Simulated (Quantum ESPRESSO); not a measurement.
# Canted and collinear textures of SrMn2As2, part 2 of 2

The moments of SrMn2As2 start in several directions and relax. Which textures last, and at what energy?

Quantum ESPRESSO 7.5; LDA; plane waves with GBRV 1.5 LDA potentials, no spin-orbit coupling.

So far, absolute magnetization (μB): step 2 (start 1: collinear parallel) 5.82; step 3 (start 2: random 1) 7.14.

**4. Start 3: random 2**

Input file pw.in:

```
&CONTROL
  calculation = 'scf'
  prefix = 'pwscf'
  outdir = './tmp'
  pseudo_dir = './pseudo'
  disk_io = 'nowf'
/
&SYSTEM
  ibrav = 0
  nat = 5
  ntyp = 4
  ecutwfc = 34
  ecutrho = 238
  nbnd = 68
  occupations = 'smearing'
  smearing = 'fd'
  degauss = 0.00734986
  noncolin = .true.
  starting_magnetization(1) = 0
  starting_magnetization(2) = 0.2333
  angle1(2) = 84.721
  angle2(2) = 171.976
  starting_magnetization(3) = 0.2333
  angle1(3) = 138.604
  angle2(3) = -54.916
  starting_magnetization(4) = 0
  nosym = .true.
/
&ELECTRONS
  conv_thr = 1d-08
  electron_maxstep = 150
  mixing_beta = 0.3
/
ATOMIC_SPECIES
Sr     87.6200 sr_lda_v1.uspp.F.UPF
Mn1    54.9380 mn_lda_v1.5.uspp.F.UPF
Mn2    54.9380 mn_lda_v1.5.uspp.F.UPF
As     74.9216 as_lda_v1.uspp.F.UPF
CELL_PARAMETERS angstrom
   4.0763099881    0.0000000000    0.0000000000
  -2.0381549941    3.5301880034    0.0000000000
   0.0000000000    0.0000000000    7.3514670000
ATOMIC_POSITIONS crystal
Sr      0.0000000000    0.0000000000    0.0000000000
Mn1     0.6666666700    0.3333333300    0.3876830000
Mn2     0.3333333300    0.6666666700    0.6123170000
As      0.6666666700    0.3333333300    0.7179570000
As      0.3333333300    0.6666666700    0.2820430000
K_POINTS automatic
5 5 3 0 0 0
```

Started as:

```sh
> OMP_NUM_THREADS=1 mpirun -n 4 pw.x -nk 4 -in pw.in > pw.out
```

What it wrote:

```text
     [... lines left out ...]
Program PWSCF v.7.5 starts
     [... lines left out ...]
     number of atoms/cell      =            5
     [... lines left out ...]
     number of electrons       =        50.00
     number of Kohn-Sham states=           68
     kinetic-energy cutoff     =      34.0000  Ry
     charge density cutoff     =     238.0000  Ry
     scf convergence threshold =      1.0E-08
     [... lines left out ...]
     Noncollinear calculation without spin-orbit
     [... lines left out ...]
     No symmetry found
     [... lines left out ...]
     number of k points=    75  Fermi-Dirac smearing, width (Ry)=  0.0073
     [... lines left out ...]
     iteration # 23     ecut=    34.00 Ry     beta= 0.30
     [... lines left out ...]
     atom number    1 relative position :    0.0000   0.0000   0.0000
     [... lines left out ...]
     magnetization :         -0.000008   -0.000005   -0.000009
     [... lines left out ...]
     atom number    2 relative position :    0.5000   0.2887   0.6992
     [... lines left out ...]
     magnetization :         -2.444234    1.215855    1.505306
     [... lines left out ...]
     atom number    3 relative position :   -0.0000   0.5774   1.1043
     [... lines left out ...]
     magnetization :          2.442967   -1.216685   -1.506647
     [... lines left out ...]
     atom number    4 relative position :    0.5000   0.2887   1.2948
     [... lines left out ...]
     magnetization :         -0.009133    0.004558    0.005646
     [... lines left out ...]
     atom number    5 relative position :   -0.0000   0.5774   0.5087
     [... lines left out ...]
     magnetization :          0.009155   -0.004545   -0.005625
     [... lines left out ...]
     the Fermi energy is     9.4546 ev
!    total energy              =    -572.35741245 Ry
     estimated scf accuracy    <          5.5E-09 Ry
     smearing contrib. (-TS)   =      -0.00653885 Ry
     [... lines left out ...]
     total magnetization       =    -0.00    -0.00    -0.00 Bohr mag/cell
     absolute magnetization    =     7.14 Bohr mag/cell
     convergence has been achieved in  23 iterations
```

The job ended after 3.6 min (4 MPI ranks of Intel Xeon 6975P-C (Granite Rapids), shared host; peak memory 0.93 GiB).

Spin moment in the atom's sphere by atom:

```csv
atom,x (μB),y (μB),z (μB),size
Sr1,0.00,0.00,0.00,0.00
Mn2,-2.44,1.22,1.51,3.12
Mn3,2.44,-1.22,-1.51,3.12
As4,-0.01,0.00,0.01,0.01
As5,0.01,0.00,-0.01,0.01
```

This step gave:

```
smearing term TS       : 0.08897 eV
magnetization          : -0.001, -0.001, -0.001 μB
absolute magnetization : 7.137 μB
final state            : antiferromagnetic
```

**5. Start 4: collinear alternating**

Changes to pw.in since step 4:

```diff
@@ -20,9 +20,8 @@
   starting_magnetization(2) = 0.2333
-  angle1(2) = 84.721
-  angle2(2) = 171.976
+  angle1(2) = 0
+  angle2(2) = 0
   starting_magnetization(3) = 0.2333
-  angle1(3) = 138.604
-  angle2(3) = -54.916
+  angle1(3) = 180
+  angle2(3) = 0
   starting_magnetization(4) = 0
-  nosym = .true.
 /
```

What it wrote:

```text
     [... lines left out ...]
Program PWSCF v.7.5 starts
     [... lines left out ...]
     number of atoms/cell      =            5
     [... lines left out ...]
     number of electrons       =        50.00
     number of Kohn-Sham states=           68
     kinetic-energy cutoff     =      34.0000  Ry
     charge density cutoff     =     238.0000  Ry
     scf convergence threshold =      1.0E-08
     [... lines left out ...]
     Noncollinear calculation without spin-orbit
     [... lines left out ...]
      6 Sym. Ops. (no inversion) found
     [... lines left out ...]
     number of k points=    16  Fermi-Dirac smearing, width (Ry)=  0.0073
     [... lines left out ...]
     iteration # 15     ecut=    34.00 Ry     beta= 0.30
     [... lines left out ...]
     atom number    1 relative position :    0.0000   0.0000   0.0000
     [... lines left out ...]
     magnetization :          0.000000    0.000000    0.000000
     [... lines left out ...]
     atom number    2 relative position :    0.5000   0.2887   0.6992
     [... lines left out ...]
     magnetization :         -0.000000    0.000000    3.117539
     [... lines left out ...]
     atom number    3 relative position :   -0.0000   0.5774   1.1043
     [... lines left out ...]
     magnetization :         -0.000000    0.000000   -3.117542
     [... lines left out ...]
     atom number    4 relative position :    0.5000   0.2887   1.2948
     [... lines left out ...]
     magnetization :         -0.000000    0.000000    0.011665
     [... lines left out ...]
     atom number    5 relative position :   -0.0000   0.5774   0.5087
     [... lines left out ...]
     magnetization :         -0.000000    0.000000   -0.011665
     [... lines left out ...]
     the Fermi energy is     9.4547 ev
!    total energy              =    -572.35741247 Ry
     estimated scf accuracy    <          2.3E-09 Ry
     smearing contrib. (-TS)   =      -0.00653788 Ry
     [... lines left out ...]
     total magnetization       =    -0.00     0.00    -0.00 Bohr mag/cell
     absolute magnetization    =     7.14 Bohr mag/cell
     convergence has been achieved in  15 iterations
```

Run time: 37 s. Hardware: 4 MPI ranks; peak memory 0.65 GiB; 2.4 min of CPU time.

Spin moment in the atom's sphere by atom:

```csv
atom,x (μB),y (μB),z (μB),size
Sr1,0.00,0.00,0.00,0.00
Mn2,0.00,0.00,3.12,3.12
Mn3,0.00,0.00,-3.12,3.12
As4,0.00,0.00,0.01,0.01
As5,0.00,0.00,-0.01,0.01
```

Read from the output:

| Property | Result |
| --- | --- |
| smearing term TS | 0.08895 eV |
| magnetization | 0, 0, 0 μB |
| absolute magnetization | 7.137 μB |
| final state | antiferromagnetic |

**6. The textures together**

Textures, by row:

```csv
start,final state,energy over the lowest (meV a seeded atom),smallest moment (μB),largest moment (μB),net moment (μB a cell),angles to the first moment (degrees)
collinear parallel,ferromagnetic,194,2.535,2.535,5.314,0
random 1,antiferromagnetic,0,3.117,3.117,0.001106,180
random 2,antiferromagnetic,0,3.117,3.117,0.002242,180
collinear alternating,antiferromagnetic,0,3.118,3.118,0,180
```

**7. What came out**

```
lowest start    : random 1, random 2 and collinear alternating
its final state : antiferromagnetic
its moments     : 3.12 μB
its net moment  : 0.00111 μB a cell
```

**Reading.** No finished start ends non-collinear. The mesh is coarse, so differences of some ten meV can be noise where moments are itinerant. Without spin–orbit coupling only the angles between moments matter. The cell holds only so many moments, so longer spirals cannot form in it. Energies are free energies at an electronic temperature of 1160 K, which lowers moments and differences where the moments are itinerant. The cutoff lies under the 40 Ry that these files are usually run at.

[Logs and program files are shortened in this print: banners, set-up blocks, solver, clock and traceback lines can be left out without a mark of their own.]

[Logs are printed without paths, hosts, clocks, repeated set-up lines and the standing remarks that a program may print on its own settings, such as how far it seeks lower states.]

[Hosts, paths, dates, database ids (printed as entryN), source tags and the programs' standing remarks are cut or masked in the printed files.]

[Where a cell is said to come from a database of computed structures, the database is the Materials Project.]
